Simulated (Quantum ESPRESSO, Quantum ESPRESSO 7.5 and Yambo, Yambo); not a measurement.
**How the form of the self-energy moves the gap of BaTiO3 (P4mm)**

Wanted: the gap of BaTiO3 (P4mm) under several approximations, with cost.

Calculated with Quantum ESPRESSO 7.5 and Yambo 5.3.0; PBE and many-body steps on it, plane waves.

The database entry behind the starting cell differs from later determinations by our own check (c/a about 0.6 % short), so it need not match the best structure at ambient conditions.

**1. The starting structure**

It takes space group P4mm (No. 99, tetragonal). Conventional cell: a = 4.000 Å, b = 4.000 Å, c = 4.018 Å, α = 90.00°, β = 90.00°, γ = 90.00°. Nearest to Ba lie 12 O at 2.79 to 2.88 Å. Ti has 6 O at 1.85 to 2.17 Å nearest. O has 2 Ti at 1.85 to 2.17 Å and 4 Ba at 2.83 Å nearest. O has 2 Ti at 2.00 Å and 4 Ba at 2.79 to 2.88 Å nearest. Farther neighbours and most contacts between anions are not listed.

Geometry: measured (diffraction); atoms relaxed with PBE. The runs that relaxed it are not among those shown. Spin-orbit coupling is left out unless a step names it.

**2. Empty states on the mesh, 4×4×4 mesh, 432 bands**

This step: Quantum ESPRESSO 7.5; DFT, PBE, plane waves, norm-conserving pseudopotentials.

The sums over transitions need many empty states on a uniform mesh; this step solves for them.

pw.in reads:

```
&control
  calculation = 'nscf'
  prefix = 'x'
  outdir = 'o'
  pseudo_dir = 'pseudo'
/
&system
  ibrav = 0
  nat = 5
  ntyp = 3
  ecutwfc = 76.0
  nbnd = 432
  force_symmorphic = .true.
/
&electrons
  conv_thr = 1e-9
  electron_maxstep = 80
  diago_full_acc = .true.
  diago_thr_init = 5e-6
/
ATOMIC_SPECIES
  Ba 137.33 Ba.upf
  Ti 47.867 Ti.upf
  O 15.999 O.upf
CELL_PARAMETERS angstrom
  3.9998000000 0.0000000000 0.0000000000
  0.0000000000 3.9998000000 0.0000000000
  0.0000000000 0.0000000000 4.0180000000
ATOMIC_POSITIONS crystal
  Ba 0.0000000000 0.0000000000 0.0007198620
  Ti 0.5000000000 0.5000000000 0.4856287400
  O 0.5000000000 0.5000000000 0.0253430211
  O 0.5000000000 0.0000000000 0.5156541884
  O 0.0000000000 0.5000000000 0.5156541884
K_POINTS automatic
  4 4 4 0 0 0
```

Run with:

```console
$ OMP_NUM_THREADS=1 mpirun -n 8 pw.x -nk 4 -in pw.in > pw.out
```

Log:

```text
Program PWSCF v.7.5 starts

     This program is part of the open-source Quantum ESPRESSO suite
     for quantum simulation of materials; please cite
         "P. Giannozzi et al., J. Phys.:Condens. Matter 21 395502 (2009);
         "P. Giannozzi et al., J. Phys.:Condens. Matter 29 465901 (2017);
         "P. Giannozzi et al., J. Chem. Phys. 152 154105 (2020);
     in publications or presentations arising from this work. More details at

     Atomic positions and unit cell read from directory:
     o/x.save/

     Message from routine setup:
[...]
k = 0.0000 0.0000-0.4977 (  4878 PWs)   bands (ev):

[...]
[... 42 further rows ...]
   191.1270 192.2459 192.8676 192.9084 192.9084 193.8401 193.9741 193.9741
   194.3247 194.5482 194.5482 195.2716 196.4429 196.4429 196.6023 197.8440

          k = 0.0000 0.2500 0.0000 (  4831 PWs)   bands (ev):

     [... further k-points ...]

     highest occupied, lowest unoccupied level (ev):    10.4265   12.2715

     XML data file, pseudopotentials, collected wavefunctions

=------------------------------------------------------------------------------=
   JOB DONE.
=------------------------------------------------------------------------------=
```

Elapsed: 62 s, on 8 MPI ranks of Intel Xeon 6975P-C (Granite Rapids), shared host; peak memory 1.4 GiB; 8.2 min of CPU time.

Numbers from this step:

```yaml
gap: 1.845 eV
k_of_the_valence_top: -0.5, -0.5, -0.5
k_of_the_conduction_bottom: 0, 0, 0
least_direct_gap: 2.185 eV
k_points_computed: 18
lowest_point_of_the_top_converged_band_above_the_valence_top: 184.5138 eV
```

On this mesh the gap is 1.845 eV.

The density comes from a self-consistent run that is not shown.

**3. Conversion and set-up**

This step: Yambo 5.3.0; conversion and set-up on PBE, plane waves, norm-conserving pseudopotentials.

The states are converted to the many-body program's format and the q mesh is built.

Run with:

```console
$ (cd o/x.save; p2y > p2y.log; mv SAVE ../..); yambo > setup.log
```

Log:

```text
 Yambo, version 5.3.0

 [02] CORE Variables Setup
 =========================

  [02.01] Unit cells
  ==================

  Cell kind             :  Unknown
  Atoms in the cell     :  Ba  Ti  O
  number of Ba atoms    :  1
  number of Ti atoms    :  1
  number of O  atoms    :  3

  List of atomic masses
  Mass of Ba    :  137.3300
  Mass of Ti    :  47.86700
  Mass of O     :  15.99900

  List of atomic coordinates    : [cc]
  Ba1       :  0.000000  0.000000  0.005466  order 1
  Ti1       :  3.779263  3.779263  3.687340  order 2
[...]
K/Q-points units:
 rlu = crystal or reduced units; cc = cartesian coordinates; iku = interal k-units

 Q [ 1]         [rlu]:  0.000000  0.000000  0.000000
 Q [ 2]         [rlu]:  0.000000  0.000000  0.250000
 Q [ 3]         [rlu]:  0.000000  0.000000 -0.500000
[...]
Q [ 8]         [rlu]:  0.000000 -0.500000  0.250000
 Q [ 9]         [rlu]:  0.000000 -0.500000 -0.500000
 Q [10]         [rlu]:  0.250000  0.250000  0.000000
     [... 6 further rows ...]
 Q [17]         [rlu]: -0.500000 -0.500000  0.250000
 Q [18]         [rlu]: -0.500000 -0.500000 -0.500000

  [03.01] X indexes
  =================

   [03.01.01] Sigma indexes
   ========================

 [06] Game Over & Game summary
```

The job ended after 3.9 s (1 MPI rank; peak memory 0.25 GiB).

**4. G0W0, Godby-Needs plasmon pole**

Now the one-shot GW correction: screening in the RPA, then the self-energy of the levels asked for.

This step: G0W0 on PBE, plane waves, norm-conserving pseudopotentials.

gw2.in reads:

```
HF_and_locXC
gw0
dyson
ppa
em1d
rim_cut
RandQpts= 1000000
RandGvec= 1 RL
EXXRLvcs= 76 Ry
VXCRLvcs= 304 Ry
Chimod= "HARTREE"
% BndsRnXp
 1 | 188 |
%
NGsBlkXp= 13 Ry
% LongDrXp
 1 | 1 | 1 |
%
% GbndRnge
 1 | 188 |
%
DysSolver= "n"
ExtendOut
PPAPntXp= 27.21138 eV
% QPkrange
 18 | 18 | 19 | 22 |
 1 | 1 | 19 | 22 |
%
```

Run with:

```console
$ OMP_NUM_THREADS=1 mpirun -n 8 yambo -F gw2.in -J gw2 -C gw2 > gw2.log
```

Log:

```text
 Yambo, version 5.3.0

 [02] CORE Variables Setup
 =========================

  [... cell, symmetries and grids as in the set-up ...]

  [02.05] Energies & Occupations
  ==============================

  [X] === General ===
  [X] Electronic Temperature                        :  0.000000  0.000000 [eV K]
  [X] Bosonic    Temperature                        :  0.000000  0.000000 [eV K]
  [X] Finite Temperature mode                       : no
  [X] El. density                                   :  0.62226E+24 [cm-3]
  [X] Fermi Level                                   :  10.42650 [eV]

  [X] === Gaps and Widths ===
  [X] Conduction Band Min                           :  1.844945 [eV]
  [X] Valence Band Max                              :  0.000000 [eV]
  [X] Filled Bands                                  :  20
  [X] Empty Bands                                   :    21   432
  [X] Direct Gap                                    :  2.185194 [eV]
  [X] Direct Gap localized at k                     :  1
  [X] Indirect Gap                                  :  1.844945 [eV]
  [X] Indirect Gap between kpts                     :  18   1
  [X] Last valence band width                       :  0.921445 [eV]
  [X] 1st conduction band width                     :  2.384365 [eV]

 [03] Transferred momenta grid and indexing
 ==========================================

 IBZ Q-points                                      :  18
 BZ  Q-points                                      :   64

 K/Q-points units:
 rlu = crystal or reduced units; cc = cartesian coordinates; iku = interal k-units

 Q [ 1]         [rlu]:  0.000000  0.000000  0.000000
 Q [ 2]         [rlu]:  0.000000  0.000000  0.250000
 Q [ 3]         [rlu]:  0.000000  0.000000 -0.500000
 Q [ 4]         [rlu]:  0.000000  0.250000  0.000000
 Q [ 5]         [rlu]:  0.000000  0.250000  0.250000
 Q [ 6]         [rlu]:  0.000000  0.250000 -0.500000
 Q [ 7]         [rlu]:  0.000000 -0.500000  0.000000
 Q [ 8]         [rlu]:  0.000000 -0.500000  0.250000
 Q [ 9]         [rlu]:  0.000000 -0.500000 -0.500000
 Q [10]         [rlu]:  0.250000  0.250000  0.000000
     [... 6 further rows ...]
 Q [17]         [rlu]: -0.500000 -0.500000  0.250000
 Q [18]         [rlu]: -0.500000 -0.500000 -0.500000

 [04] Coloumb potential Random Integration (RIM)
 ===============================================

  [04.01] RIM initialization
  ==========================

  * Diagonal components only detected *

  8 x (sBL volume)        :  0.071477 [a.u.]
  sBZ random points       :  1000000
  Points outside the sBZ  :   7992674
  RL volume               :  0.571816 [a.u.]
  Integrated volume       :  0.572340 [a.u.]

  [04.02] RIM integrals
  =====================

  Gamma point sphere radius             :  0.075279 [a.u.]
  Points outside the sphere             :   799805
  [Int_sBZ(q=0) 1/q^2]*(Vol_sBZ)^(-1/3) =:  7.678263
                                 should be <:  7.795600

  Summary of Coulomb integrals for non-metallic bands |Q|[au] RIM/Bare

  Q [1] 0.100000E-4 0.984948 * Q [2] 0.206876 1.047531
  Q [4] 0.207818 1.051805 * Q [5] 0.293234 1.049190
  Q [10] 0.293899 1.050618 * Q [11] 0.359408 1.035725
  Q [3] 0.413753 1.019729 * Q [7] 0.415636 1.019337
  Q [6] 0.463012 1.018201 * Q [8] 0.464275 1.017296
  Q [13] 0.464695 1.017702 * Q [12] 0.507512 1.016101
  Q [14] 0.508664 1.015336 * Q [9] 0.586468 1.011933
  Q [16] 0.587797 1.011712 * Q [15] 0.622200 1.010847
  Q [17] 0.623140 1.010401 * Q [18] 0.718817 1.008389

 [WARNING] [Xp] User bands 1-188 break level degeneracy

 [05] Dipoles
 ============

  [05.01] Setup: observables and procedures
  =========================================

  [WARNING] [x,Vnl] slows the Dipoles computation. To neglect it rename the ns.kb_pp file

 [06] Dynamic Dielectric Matrix (PPA)
 ====================================

 [SLK-Inversion]  Pools        :  2
 [SLK-Inversion]  BLACS grid   :  2  2

 [WR./gw2//ndb.pp]---------------------------------------------------------------
[...]
X matrix size                                    :   357
  X band range                                     :    1  188
  X e/h energy range                               : -1.000000 -1.000000 [eV]
  X Time ordering                                  : R
  X Hxc Kernel                                     : HARTREE
  X Drude frequency                                :  0.000000  0.000000
  X poles                                          :  100.0000 [o/o]
  RL vectors in the sum                            :   5983
  [r,Vnl] included                                 : yes
  Field direction                                  :  0.577350E-5  0.577350E-5  0.577350E-5
  BZ energy Double Grid                            : no
  BZ energy DbGd points                            : 0
  BZ Q point size factor                           : -1.000000
  X Optical Averaged directions                    : none

 [07] Local Exchange-Correlation + Non-Local Fock
 ================================================

 [VXC] Plane waves :   38811
 [EXS] Plane waves :   4945

 QP @ state[ 1 ] K range:  1  1
 QP @ state[ 1 ] b range:  19  22
 QP @ state[ 2 ] K range:  18  18
 QP @ state[ 2 ] b range:  19  22

 [xc] Functional : Perdew, Burke & Ernzerhof(X)+Perdew, Burke & Ernzerhof(C)
 [xc] LIBXC used to calculate xc functional
  PP Number of Atomic Species                      :  3
  NLCC RL compoments                               :   38811
  PP Number of Atomic Species                      :  3
  NLCC RL compoments                               :   38811

 [xc] E_xc :  -21.67160 [Ha]
      E_xc :  -43.34321 [Ry]

  Local XC kind (lXC) : Perdew, Burke & Ernzerhof(X)+Perdew, Burke & Ernzerhof(C)
  Non-Local XC kind (nlXC) : Hartree-Fock

  Corrections @ K [1] :  [eV]
 <19|nlXC|19> = -24.44838 -0.20562E-16 <19|lXC|19> = -20.02344  0.000000
 <20|nlXC|20> = -24.44845  0.25267E-16 <20|lXC|20> = -20.02344  0.75527E-15
 <21|nlXC|21> = -11.40013 -0.46922E-17 <21|lXC|21> = -18.77758  0.75527E-15
 <22|nlXC|22> = -12.04195 -0.13426E-17 <22|lXC|22> = -19.04558  0.000000

  Corrections @ K [18] :  [eV]
 <19|nlXC|19> = -24.90426 -0.29676E-16 <19|lXC|19> = -19.96267  0.000000
 <20|nlXC|20> = -24.94241  0.58092E-17 <20|lXC|20> = -19.98900  0.15105E-14
 <21|nlXC|21> = -13.11097 -0.67320E-18 <21|lXC|21> = -21.86209 -0.37763E-15
 <22|nlXC|22> = -13.22003 -0.15283E-17 <22|lXC|22> = -21.87814 -0.37763E-15

  [07.01] Hartree-Fock occupations report
  =======================================

  [Hartree-Fock] === General ===
  [Hartree-Fock] Electronic Temperature             :  0.000000  0.000000 [eV K]
  [Hartree-Fock] Bosonic    Temperature             :  0.000000  0.000000 [eV K]
  [Hartree-Fock] Finite Temperature mode            : no
  [Hartree-Fock] El. density                        :  0.62226E+24 [cm-3]
  [Hartree-Fock] Fermi Level                        :  10.42650 [eV]

  [Hartree-Fock] === Gaps and Widths ===
  [Hartree-Fock] Conduction Band Min                :  1.919338 [eV]
  [Hartree-Fock] Valence Band Max                   : -0.036826 [eV]
  [Hartree-Fock] Filled Bands                       :  20
  [Hartree-Fock] Empty Bands                        :    21   432
  [Hartree-Fock] Direct Gap                         :  2.450808 [eV]
  [Hartree-Fock] Direct Gap localized at k          :  2
  [Hartree-Fock] Indirect Gap                       :  1.956164 [eV]
  [Hartree-Fock] Indirect Gap between kpts          :  17   2
  [Hartree-Fock] Last valence band width            :  4.916579 [eV]
  [Hartree-Fock] 1st conduction band width          :  11.06109 [eV]

 [08] Dyson equation: Newton solver
 ==================================

  [08.01] G0W0 (W PPA)
  ====================

  [  GW  ] Bands range     :    1  188
  [GW/PPA] G damping       :  0.100000 [eV]

  QP @ state[ 1 ] K range:  1  1
  QP @ state[ 1 ] b range:  19  22
  QP @ state[ 2 ] K range:  18  18
  QP @ state[ 2 ] b range:  19  22

   Sc/G bands                                       :    1  188
   Sc/G damping                                     :  0.100000 ev
   Sc bands terminator                              : no
   Sx RL components                                 :   4945

   QP @ state[ 1 ] K range                          :  1  1
   QP @ state[ 1 ] b range                          :  19  22
   QP @ state[ 2 ] K range                          :  18  18
   QP @ state[ 2 ] b range                          :  19  22
   GF energies kind                                 : Perdew, Burke & Ernzerhof(X)+Perdew, Burke & Ernzerhof(C)
   GF WF`s kind                                     : Perdew, Burke & Ernzerhof(X)+Perdew, Burke & Ernzerhof(C)
   Xs energies kind                                 : Perdew, Burke & Ernzerhof(X)+Perdew, Burke & Ernzerhof(C)
   Xs WF`s kind                                     : Perdew, Burke & Ernzerhof(X)+Perdew, Burke & Ernzerhof(C)

 [11] Game Over & Game summary
```

It took 6.2 min on 8 MPI ranks; peak memory 5.1 GiB; 49 min of CPU time.

This step gave:

```
G0W0 gap on the points computed              : 3.305 eV
starting gap on the mesh                     : 1.845 eV
k of the valence top                         : -0.5, -0.5, -0.5
k of the conduction bottom                   : 0, 0, 0
least direct G0W0 gap on the computed points : 3.663 eV
Z at the valence top                         : 0.7612
Z at the conduction bottom                   : 0.7759
```

The gap on the mesh goes from 1.84 eV to 3.31 eV, a correction of +1.46 eV.

(Continued in part 2 of 2.)

[Paths, hosts, dates, memory and timing lines, banners, echoed tables and standing remarks are left out of the program output.]

[Logs are printed without paths, hosts, clocks, repeated set-up lines and the standing remarks that a program may print on its own settings, such as how far it seeks lower states.]

[Runs of the session that timed out or met a known fault of the program may be left out.]

[Hosts, paths, dates, database ids (printed as entryN), source tags and the programs' standing remarks are cut or masked in the printed files.]
